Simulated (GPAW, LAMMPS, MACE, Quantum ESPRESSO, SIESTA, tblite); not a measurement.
# Glassy 44SiO2-56MgO (mol %) (83 atoms) in GPAW

How do the settings of GPAW change the result for glassy 44SiO2-56MgO (mol %) (83 atoms)? A plane-wave run serves as the yardstick.

Program: GPAW 26.7.0. Level of theory: the method is named at each step. Results are calculated unless marked as measured.

### Step 1. Starting point

The cell holds 83 atoms: 15 Si, 19 Mg and 49 O. Cell: a = 10.182 Å, b = 10.182 Å, c = 10.182 Å, α = 90.0°, β = 90.0°, γ = 90.0°. 83 atoms (15 Si, 19 Mg, 49 O) placed at random at 2.56 g/cm³, melted at 4000 K for 10 ps at fixed volume with the Morse and Coulomb pair potential with partial charges (Pedone, Malavasi, Menziani, Cormack and Segre, J. Phys. Chem. B 110, 11780 (2006)). Quenched from 4000 K to 300 K at 30 K/ps and fixed volume, held 10 ps at zero pressure.

The yardstick, on the same geometry:

| Item | Value |
| --- | --- |
| method | Kohn-Sham DFT, PBE, SSSP efficiency 1.3.0 pseudopotentials, plane waves (Quantum ESPRESSO 7.5); sssp-pbe-1.3.0-efficiency, cutoffs 60/480 Ry, Γ point |
| r.m.s. force component | 1.425 eV/Å |
| longest force | 6.188 eV/Å |
| pressure | 5.229 GPa |
| gap (highest filled to lowest empty level) | 3.319 eV |
| time | 3.9 min on 2 MPI ranks of Arm Neoverse V1, shared host |
| CPU time | 7.9 min |

### Step 2. PBE, LCAO dzp, h 0.18 Å

Method: Kohn-Sham DFT, PBE, PAW, atomic orbitals (dzp).

Input file run.py:

```python
import numpy as np
from ase.io import read
from gpaw import GPAW, FermiDirac

atoms = read("structure.xyz")
atoms.calc = GPAW(
    mode="lcao",
    basis="dzp",
    h=0.18,
    xc="PBE",
    kpts={"size": (1, 1, 1), "gamma": True},
    occupations=FermiDirac(0.05),
    maxiter=200,
    symmetry={"point_group": False},
    txt="gpaw.txt",
)
energy = atoms.get_potential_energy(force_consistent=True)
forces = atoms.get_forces()
print(f"energy {energy:.6f} eV")
print("forces (eV/A)")
for i, (a, f) in enumerate(zip(atoms, forces)):
    print(f"{i:4d} {a.symbol:2s} {f[0]:10.5f} {f[1]:10.5f} {f[2]:10.5f}")
print(f"Fermi level {atoms.calc.get_fermi_level():.4f} eV")
for k in range(len(atoms.calc.get_ibz_k_points())):
    for s in range(atoms.calc.get_number_of_spins()):
        e = atoms.calc.get_eigenvalues(kpt=k, spin=s)
        n = np.searchsorted(e, atoms.calc.get_fermi_level())
        print(f"k {k} spin {s} levels about the Fermi level:", np.round(e[max(n - 6, 0):n], 4).tolist(), "|", np.round(e[n:n + 6], 4).tolist())
```

Input file structure.xyz:

```xyz
83
Lattice="10.18214 0.00000 0.00000 0.00000 10.18214 0.00000 0.00000 0.00000 10.18214" Properties=species:S:1:pos:R:3 pbc="T T T"
Si 2.91342 8.88310 9.54637
Si 0.61296 9.48324 1.16677
Si 7.64078 5.89210 8.04175
Si 5.30357 2.21930 7.92130
Si 4.61119 1.01811 0.42225
Si 7.79911 0.83158 3.00180
Si 2.49717 2.90262 7.07750
Si 2.54645 5.09107 4.83244
Si 10.17379 4.58991 1.94204
Si 1.73504 4.73734 9.59942
Si 7.52633 6.09116 4.94068
Si 2.98754 9.37887 4.32303
Si 1.62059 10.02208 7.01448
Si 8.37226 2.92370 7.69841
Si 6.42310 9.78229 7.04156
Mg 9.78921 2.13693 0.52672
Mg 3.99425 3.88062 1.73381
Mg 4.00698 7.60585 6.75534
Mg 7.77193 0.39293 9.96699
Mg 7.32972 3.61405 2.86902
Mg 2.39178 6.95623 1.89612
Mg 9.63556 7.04462 10.17175
Mg 7.15377 5.31844 0.81661
Mg 4.65792 6.30101 9.82882
Mg 6.25428 8.31087 1.46694
Mg 4.71138 1.32918 3.60152
Mg 0.58333 7.42013 4.12886
Mg 9.23754 8.96028 8.18970
Mg 9.07168 0.78148 5.72501
Mg 4.79874 6.13494 3.10229
Mg 8.52327 7.94655 2.82055
Mg 0.86161 1.66661 3.20717
Mg 9.88116 4.13690 5.09412
Mg 6.31232 8.72436 4.64468
O 1.92677 1.39190 7.05816
O 8.68109 7.18279 4.62839
O 0.80785 3.93326 0.57987
O 0.33876 3.64185 3.14486
O 9.18113 2.64573 6.42911
O 2.52293 8.08299 3.70447
O 4.51069 7.27534 1.44169
O 9.09733 1.03624 3.83266
O 5.29634 0.62956 7.50536
O 4.06308 2.85222 7.22545
O 5.72277 4.64020 2.03500
O 7.23512 5.86787 6.43623
O 8.62478 6.99177 8.42613
O 1.02840 6.09595 9.37215
O 2.65326 9.19946 5.99127
O 1.03135 5.64630 4.90535
O 6.37483 6.74882 4.00677
O 4.15258 1.79236 1.75041
O 5.09107 2.14752 9.55176
O 5.82581 10.14212 0.67793
O 1.92646 8.58670 0.67334
O 0.37043 6.10012 1.94051
[... 23 atom lines left out ...]
O 5.77796 8.39843 6.57237
O 0.89104 0.81203 1.31278
O 7.98086 4.71382 4.32222
O 4.59489 9.64839 4.12682
```

Command:

```console
> OMP_NUM_THREADS=1 python run.py > output.txt
```

What it wrote:

```text
energy -532.604922 eV
forces (eV/A)
   0 Si   -1.28031    2.50313    0.60245
   1 Si   -1.63299   -0.41654   -3.32149
   2 Si    0.33971   -3.69193   -2.58751
   3 Si    0.85455   -3.49357    2.00774
   4 Si    2.66623   -0.87216    0.96050
   5 Si   -0.79739   -0.51386   -3.34333
   6 Si   -1.27225    1.13857   -0.56692
   7 Si    0.34935    1.21071    3.06283
   8 Si   -0.45531   -1.18393   -2.72985
   9 Si   -0.94064   -0.84378    0.09870
  10 Si    0.43496    1.09197   -2.37457
  11 Si    2.03038    5.13505    2.25031
  12 Si    0.41680   -0.92027   -1.72939
  13 Si   -1.75909    1.20425    3.99697
  14 Si   -0.18173    0.30095    0.40780
  15 Mg    0.11013    1.01209   -1.07511
  16 Mg   -0.64606   -1.12566   -1.11337
  17 Mg   -0.44881    0.11458    0.21487
  18 Mg   -0.97653    0.45926    0.44064
  19 Mg   -0.76582   -0.58029   -0.00197
  20 Mg    0.24320    0.38678   -0.66262
  21 Mg   -0.37694   -0.41410    0.60954
  22 Mg   -0.14590    0.78444   -0.41865
  23 Mg   -0.23958   -0.40745    0.22099
[...]
75 O     2.63050   -0.70187    2.42657
  76 O    -0.30724    0.62072   -0.75351
  77 O     1.21396    0.28678   -2.17245
  78 O    -0.58677    2.70299    0.77695
  79 O    -1.39528   -2.24464   -0.62846
  80 O     1.06799    4.56462    0.52806
  81 O     1.72447   -3.21809   -0.72965
  82 O     1.07526   -0.89318    0.09490
Fermi level 4.0952 eV
k 0 spin 0 levels about the Fermi level: [2.3136, 2.3516, 2.4145, 2.4607, 2.5707, 2.7346] | [5.8918, 7.4571, 7.5638, 7.9734, 8.007, 8.263]
```

gpaw.txt:

```text
Input parameters:
  mode=LCAO(),
  basis={'default': 'dzp'},
  h=0.18,
  kpts=MonkhorstPack(size=(1, 1, 1), gamma=True),
  maxiter=200,
  occupations=Occupations(name='fermi-dirac', width=0.05, fixmagmom=False),
  symmetry=Symmetry(point_group=False),
  xc=XC(name='PBE')
Unit cell  # Å
| periodic |         x |         y |         z |   lengths |    angles |
|----------|-----------|-----------|-----------|-----------|-----------|
|      yes | 10.182140 |  0.000000 |  0.000000 | 10.182140 | 90.000000 |
|      yes |  0.000000 | 10.182140 |  0.000000 | 10.182140 | 90.000000 |
|      yes |  0.000000 |  0.000000 | 10.182140 | 10.182140 | 90.000000 |
Number of symmetries: 1
Symmetry operations  # r_c * U_cc + t_c -> r_c
|   | kind |            matrix            |
|---|------|------------------------------|
| 0 |  E   |  1, 0, 0,  0, 1, 0,  0, 0, 1 |
BZ-sampling:
  Number of BZ points: 1
  Number of IBZ points: 1
  Monkhorst-Pack size: [1, 1, 1]
  Monkhorst-Pack shift: [0, 0, 0]
[... lines left out ...]
Reference energy: -321840.179394  # eV
eigensolver:
density mixing:
  MSR1-Mixer
occupation numbers:
  Fermi-Dirac:
    width: 0.0500  # eV
FastPoissonSolver using
    Stencil: 6*3+1=19 point O(h^6) finite-difference Laplacian
xc functional:
  name: PBE with 2 nearest neighbor stencil
interpolation: tri-quintic # 5. degree polynomial
Initialization done in: 11.911 s
convergence criteria:
- Maximum [total energy] change in last 3 cyles: 0.0005 eV / valence electron
- Maximum integral of absolute [dens]ity change: 0.0001 electrons / valence electron
- Maximum integral of absolute [eigenst]ate change: 4e-08 eV^2 / valence electron
maximum number of iterations: 200
SCF iterations
|iter     |      energy | eigst |  dens |
|---------|-------------|-------|-------|
|iter:   1| -581.453412 |      c|       |
|iter:   2| -568.597722 |      c| -0.89 |
|iter:   3| -531.915222 |      c| -0.94 |
|iter:   4| -532.374841 |      c| -1.52 |
|iter:   5| -532.635560 |      c| -1.81 |
|iter:   6| -532.605293c|      c| -2.56 |
|iter:   7| -532.604981c|      c| -3.29 |
|iter:   8| -532.604929c|      c| -3.66 |
|iter:   9| -532.604922c|      c| -4.08c|
Converged in 9 steps
SCF loop duration: 177.798 s (19.755 s/step)
Energy contributions relative to reference atoms: (reference = -321840.179394)
Energy contributions:
  Kinetic:         777.181054
  Coulomb:        -663.056484
  Zero:              8.564160
  External:          0.000000
  Xc:             -655.293651
  Entropy:          -0.000000
  Spinorbit:         0.000000
  ----------------------------
  Free energy:    -532.604922
  Extrapolated:   -532.604922
dipole moment: (-33.715557, 21.141028, 30.841529)  # |e|*Ang
Fermi level: 4.095
Eigenvalues  # (at kpt = [0.000, 0.000, 0.000])
| band index |      eig [eV] | occ [0-2] |
|------------|---------------|-----------|
|          0 |       -72.380 |     2.000 |
|        ... |               |           |
|        264 |         2.207 |     2.000 |
|        265 |         2.283 |     2.000 |
[...]
|        279 |         8.584 |     0.000 |
|        ... |               |           |
|        330 |        12.679 |     0.000 |
Gap: 3.157 eV
Transition (v -> c):
  (s=0, k=0, n=271, [0.00, 0.00, 0.00]) -> (s=0, k=0, n=272, [0.00, 0.00, 0.00])
No difference between direct/indirect transitions
Force computation time: 51.623  # s
timing:  # [seconds]
  Total:  241.366  # ━━━━━━━━━━━━━━━━━━━━━━━━━━━━━━━━━━━━━━━━━━━━━━━━━━━━━━━━
  Init:    11.910  # ━━━
  SCF:    177.798  # ━━━━━━━━━━━━━━━━━━━━━━━━━━━━━━━━━━━━━━━━━╸
  Forces:  51.624  # ━━━━━━━━━━━━
```

Run time: 4 min. Hardware: 1 thread of Arm Neoverse V1, shared host; peak memory 1.6 GiB.

Banners, paths, timers and routine set-up lines are dropped from the logs unmarked, and long logs keep their key lines alone; longer cuts are marked.

Against the reference:

- r.m.s. force component: 1.688 eV/Å
- r.m.s. difference of force components: 347 meV/Å
- longest difference of force vectors: 1090 meV/Å
- force difference over r.m.s. force: 24.35 %
- slope of forces against the reference's: 1.171
- correlation of force components: 0.9893
- gap (highest filled to lowest empty level): 3.157 eV
- gap difference: -0.162 eV

Length of the force difference by element (eV/Å):

```csv
element,atoms,mean,most
Mg,19,0.21,0.37
O,49,0.72,1.1
Si,15,0.24,0.40
```

Levels nearest the highest filled one (eV from it): -0.42, -0.38, -0.32, -0.27, -0.16, 0.00, 3.16, 4.72, 4.83, 5.24, 5.27, 5.53.

The surroundings of O40, which bears the longest force, nearest first, numbered as they follow in the input and with coordinates relative to it.

```csv
atom,x,y,z,distance (Å),bonds,Fx,Fy,Fz (eV/Å)
O40,0.00,0.00,0.00,0.00,3,-2.78,-5.85,-3.22
Si12,0.46,1.30,0.62,1.51,4,2.03,5.14,2.25
Mg27,-1.94,-0.66,0.42,2.09,4,-0.22,-0.30,0.52
Mg21,-0.13,-1.13,-1.81,2.13,4,0.24,0.39,-0.66
O49,0.13,1.12,2.29,2.55,3,0.60,-1.04,0.46
O83,2.07,1.57,0.42,2.63,3,1.08,-0.89,0.09
O66,-0.12,2.78,0.33,2.81,3,-1.01,1.61,-0.67
O58,-2.45,0.75,-1.24,2.84,3,-0.97,-2.75,4.00
O61,1.04,-2.01,1.92,2.97,2,0.96,0.69,0.60
```

Atoms are counted from 1 here, from 0 in the log.

Forces lie 24 % from the reference's, at 0.52 times its CPU time (on 1 against 2 cores).

The difference per atom is largest on O (0.72 eV/Å on average, against 0.24 on Si).

### Step 3. PBE, LCAO dzp, h 0.18 Å, other mixer settings

Method: Kohn-Sham DFT, PBE, PAW, atomic orbitals (dzp).

Edit run.py of step 2 so:

```diff
@@ -2,3 +2,4 @@
 from ase.io import read
-from gpaw import GPAW, FermiDirac
+from gpaw import GPAW, FermiDirac, Mixer
+from ase.parallel import parprint as print
 
@@ -12,2 +13,3 @@
     occupations=FermiDirac(0.05),
+    mixer=Mixer(0.1, 5, 50),
     maxiter=200,
```

structure.xyz is that of step 2.

Command:

```console
> OMP_NUM_THREADS=1 mpirun -np 2 gpaw python run.py > output.txt
```

What it wrote:

```text
energy -532.604922 eV
forces (eV/A)
   0 Si   -1.28045    2.50366    0.60197
   1 Si   -1.63331   -0.41663   -3.32184
   2 Si    0.33975   -3.69187   -2.58714
   3 Si    0.85497   -3.49410    2.00749
   4 Si    2.66692   -0.87237    0.96044
   5 Si   -0.79754   -0.51369   -3.34385
   6 Si   -1.27139    1.13847   -0.56714
   7 Si    0.34965    1.21108    3.06234
   8 Si   -0.45569   -1.18373   -2.72981
   9 Si   -0.94062   -0.84322    0.09906
  10 Si    0.43499    1.09232   -2.37525
  11 Si    2.03080    5.13525    2.25036
[...]
78 O    -0.58612    2.70241    0.77676
  79 O    -1.39507   -2.24381   -0.62793
  80 O     1.06727    4.56423    0.52775
  81 O     1.72428   -3.21694   -0.73002
  82 O     1.07461   -0.89424    0.09436
Fermi level 3.9897 eV
k 0 spin 0 levels about the Fermi level: [2.3136, 2.3512, 2.4145, 2.4606, 2.5705, 2.7348] | [5.8917, 7.457, 7.5636, 7.9732, 8.0068, 8.2629]
```

gpaw.txt:

```text
Input parameters:
  mode=LCAO(),
  basis={'default': 'dzp'},
  h=0.18,
  kpts=MonkhorstPack(size=(1, 1, 1), gamma=True),
  maxiter=200,
  mixer=Pulay(name='pulay', nmaxold=5, beta=0.1, weight=50, sigma=0.015, g_ss=None),
  occupations=Occupations(name='fermi-dirac', width=0.05, fixmagmom=False),
[... lines left out ...]
  Fermi-Dirac:
[... lines left out ...]
convergence criteria:
- Maximum [total energy] change in last 3 cyles: 0.0005 eV / valence electron
[... lines left out ...]
Converged in 13 steps
[... lines left out ...]
  Free energy:    -532.604922
[... lines left out ...]
dipole moment: (-33.716144, 21.140915, 30.841394)  # |e|*Ang
Fermi level: 3.990
Eigenvalues  # (at kpt = [0.000, 0.000, 0.000])
| band index |      eig [eV] | occ [0-2] |
|------------|---------------|-----------|
|          0 |       -72.380 |     2.000 |
|        ... |               |           |
|        264 |         2.207 |     2.000 |
|        265 |         2.283 |     2.000 |
[...]
|        279 |         8.584 |     0.000 |
|        ... |               |           |
|        330 |        12.679 |     0.000 |
Gap: 3.157 eV
Transition (v -> c):
  (s=0, k=0, n=271, [0.00, 0.00, 0.00]) -> (s=0, k=0, n=272, [0.00, 0.00, 0.00])
No difference between direct/indirect transitions
Force computation time: 25.461  # s
```

The job ended after 2.9 min (2 MPI ranks; peak memory 1.8 GiB; 5.7 min of CPU time).

Numbers from this run, and their distance from the reference:

```yaml
r_m_s_force_component: 1.688 eV/Å
r_m_s_difference_of_force_components: 346.9 meV/Å
longest_difference_of_force_vectors: 1090 meV/Å
force_difference_over_r_m_s_force: 24.34 %
slope_of_forces_against_the_reference_s: 1.171
correlation_of_force_components: 0.9893
spacing_of_highest_filled_and_lowest_empty_level: 3.157 eV
gap_difference: -0.1623 eV
energy_less_the_same_level_run_s: 0 meV/atom
r_m_s_force_difference_from_the_same_level_run: 0.605 meV/Å
```

Against the first run (24 %), the force difference from the reference is 24 %, at 1.4 times the CPU time (on 2 against 1 cores) (13 SCF steps against 9): another solver or mixer reaches the same state.

The difference per atom is largest on O (0.72 eV/Å on average, against 0.24 on Si).

### Step 4. PBE, LCAO szp(dzp), h 0.18 Å

Method: Kohn-Sham DFT, PBE, PAW, atomic orbitals (szp(dzp)).

Edit run.py of step 3 so:

```diff
@@ -2,4 +2,3 @@
 from ase.io import read
-from gpaw import GPAW, FermiDirac, Mixer
-from ase.parallel import parprint as print
+from gpaw import GPAW, FermiDirac
 
@@ -8,3 +7,3 @@
     mode="lcao",
-    basis="dzp",
+    basis="szp(dzp)",
     h=0.18,
@@ -13,3 +12,2 @@
     occupations=FermiDirac(0.05),
-    mixer=Mixer(0.1, 5, 50),
     maxiter=200,
```

structure.xyz is that of step 3.

Command:

```console
> OMP_NUM_THREADS=1 python run.py > output.txt
```

What it wrote:

```text
energy -507.226366 eV
forces (eV/A)
   0 Si   -0.92288    2.33372    0.43228
   1 Si   -1.99162   -0.30104   -2.99394
   2 Si    0.33828   -3.43788   -2.10119
   3 Si    1.10575   -3.65673    1.91854
   4 Si    2.91242   -0.93987    1.26001
   5 Si   -0.61827   -0.42633   -3.35405
   6 Si   -1.36627    1.34888   -0.63524
   7 Si    0.50879    1.70057    2.94570
   8 Si   -0.57222   -1.41808   -2.51830
   9 Si   -0.96366   -0.28499    0.34262
  10 Si    0.51988    1.02329   -2.76084
  11 Si    2.05386    5.27564    1.87229
  12 Si    0.09487   -1.23232   -1.79391
  13 Si   -1.33316    1.08783    3.99688
  14 Si    0.11234    0.14386    0.26749
  15 Mg    0.24564    1.00301   -1.08182
  16 Mg   -0.71628   -1.31124   -1.18715
  17 Mg   -0.46794    0.23055    0.21260
  18 Mg   -1.11480    0.47407    0.42327
  19 Mg   -0.75755   -0.56029    0.00833
  20 Mg    0.23370    0.41409   -0.71590
  21 Mg   -0.31494   -0.52097    0.52789
  22 Mg   -0.11375    0.81138   -0.62688
  23 Mg   -0.23110   -0.40080    0.14362
[...]
75 O     2.62310   -0.75187    2.43948
  76 O    -0.41544    0.63486   -0.84242
  77 O     1.15606    0.26517   -2.12028
  78 O    -0.60709    2.75174    0.83763
  79 O    -1.44176   -2.22664   -0.64844
  80 O     1.08787    4.55003    0.52695
  81 O     1.70053   -3.24211   -0.66685
  82 O     1.06207   -0.84938    0.04727
Fermi level 4.4690 eV
k 0 spin 0 levels about the Fermi level: [2.7798, 2.8015, 2.8353, 2.8881, 3.0024, 3.1668] | [6.1557, 7.6982, 7.8877, 8.3302, 8.3416, 8.6163]
```

gpaw.txt:

```text
Input parameters:
  mode=LCAO(),
  basis={'default': 'szp(dzp)'},
  h=0.18,
  kpts=MonkhorstPack(size=(1, 1, 1), gamma=True),
  maxiter=200,
  occupations=Occupations(name='fermi-dirac', width=0.05, fixmagmom=False),
  symmetry=Symmetry(point_group=False),
  xc=XC(name='PBE')
Unit cell  # Å
| periodic |         x |         y |         z |   lengths |    angles |
[... lines left out ...]
  Fermi-Dirac:
[... lines left out ...]
convergence criteria:
- Maximum [total energy] change in last 3 cyles: 0.0005 eV / valence electron
[... lines left out ...]
Converged in 9 steps
[... lines left out ...]
  Free energy:    -507.226366
  Extrapolated:   -507.226366
dipole moment: (-33.033313, 20.910635, 30.832509)  # |e|*Ang
Fermi level: 4.469
Eigenvalues  # (at kpt = [0.000, 0.000, 0.000])
| band index |      eig [eV] | occ [0-2] |
|------------|---------------|-----------|
|          0 |       -72.930 |     2.000 |
|        ... |               |           |
|        264 |         2.634 |     2.000 |
|        265 |         2.669 |     2.000 |
[...]
|        279 |         9.015 |     0.000 |
|        ... |               |           |
|        330 |        13.264 |     0.000 |
Gap: 2.989 eV
Transition (v -> c):
  (s=0, k=0, n=271, [0.00, 0.00, 0.00]) -> (s=0, k=0, n=272, [0.00, 0.00, 0.00])
No difference between direct/indirect transitions
Force computation time: 34.197  # s
timing:  # [seconds]
  Total:  166.936  # ━━━━━━━━━━━━━━━━━━━━━━━━━━━━━━━━━━━━━━━━━━━━━━━━━━━━━━━━
  Init:     9.961  # ━━━╸
  SCF:    122.744  # ━━━━━━━━━━━━━━━━━━━━━━━━━━━━━━━━━━━━━━━━━
  Forces:  34.198  # ━━━━━━━━━━━╸
```

Elapsed: 2.8 min, on 1 thread; peak memory 1.5 GiB.

Compared with the plane-wave run:

```
r.m.s. force component                           : 1.677 eV/Å
r.m.s. difference of force components            : 352.4 meV/Å
longest difference of force vectors              : 1025 meV/Å
force difference over r.m.s. force               : 24.73 %
slope of forces against the reference's          : 1.161
correlation of force components                  : 0.9872
gap (highest filled to lowest empty level) : 2.989 eV
gap difference                                   : -0.3303 eV
```

This is a coarse setting, run to see what it loses.

Against the first run (24 %), the force difference from the reference is 25 %, at 0.69 times the CPU time, with 785 basis functions against 1193.

### Step 5. The ladder

Differences are against the plane-wave reference, forces as r.m.s. over components; share is that over the reference's r.m.s. force, slope the least-squares factor from reference forces to these. Total energies of different programs have different zeros and aren't compared.

```csv
run,"Δ force, r.m.s. (meV/Å)",share (%),slope,Δ gap (eV),cores,CPU time,memory (GiB)
reference,-,-,-,-,2,7.9 min,3.0
"GPAW PBE, LCAO dzp, h 0.18 Å",347,24.3,1.171,-0.162,1,4 min,1.6
"GPAW PBE, LCAO dzp, h 0.18 Å, other mixer settings",347,24.3,1.171,-0.162,2,5.7 min,1.8
"GPAW PBE, LCAO szp(dzp), h 0.18 Å (coarse)",352,24.7,1.161,-0.330,1,2.8 min,1.5
```

Rows marked coarse were listed beforehand as settings not expected to be converged; some can still land near the reference.

CPU time is summed over cores on a shared host, where runs went side by side, so it is rough. Symmetry, cutoffs, thresholds, outputs and thread counts weren't matched or tuned between programs; memory under MPI is the largest rank's times the ranks.

Within one program, basis, potentials and functional, energies share a zero. Each run against its twin at the usual cutoff or grid and solver:

```csv
run,twin,Δ energy (meV/atom),"Δ force, r.m.s. (meV/Å)",CPU time over the twin's
"GPAW PBE, LCAO dzp, h 0.18 Å, other mixer settings","LCAO dzp, h 0.18 Å",0,0.605,1.4 (this twin ran on 1 cores)
```

### Step 6. Outcome

```yaml
nearest_in_forces: a tie at 24 % of 2 runs: GPAW PBE, LCAO dzp, h 0.18 Å; GPAW PBE, LCAO dzp, h 0.18 Å, other mixer settings
```

What this shows: The PBE runs in local orbitals, coarse settings apart, differ by 24 % in each run; basis, grid and potentials can all enter. Runs with settings chosen to be coarse differ by 25 % (GPAW PBE, LCAO szp(dzp), h 0.18 Å), their programs' other errors included. One electronic-structure run takes under half the reference's CPU time: GPAW PBE, LCAO szp(dzp), h 0.18 Å, at 25 % in 2.8 min against 7.9 min. GPAW PBE, LCAO dzp, h 0.18 Å stiffens the forces by a factor of 1.17 while following their directions (correlation 0.989); the slopes of the 3 GPAW runs lie between 1.16 and 1.17; the difference isn't even, but is largest on one element. At the same functional, gaps differ from the reference's 3.32 eV by between -0.33 and -0.16 eV. The potentials hold different valence shells: 392 electrons in the reference, 544 in GPAW; this bears on time and differences. The quench rate of 30 K/ps is many orders above laboratory rates, so the cell is likely richer in defects and strain than a real sample. The network of bonds at the start is that of the classical potential that made the cell, and needn't be the one that DFT or experiment would give. The electronic-structure runs sample only Γ, in a cell whose shortest periodic width is 10 Å.

[Also dropped from logs without a mark: logging warnings of Python, and SIESTA's first energy breakdown and zero terms.]

[Logs are printed without paths, hosts, clocks, repeated set-up lines and the standing remarks that a program may print on its own settings, such as how far it seeks lower states.]

[Hosts, paths, dates, database ids (printed as entryN), source tags and the programs' standing remarks are cut or masked in the printed files.]
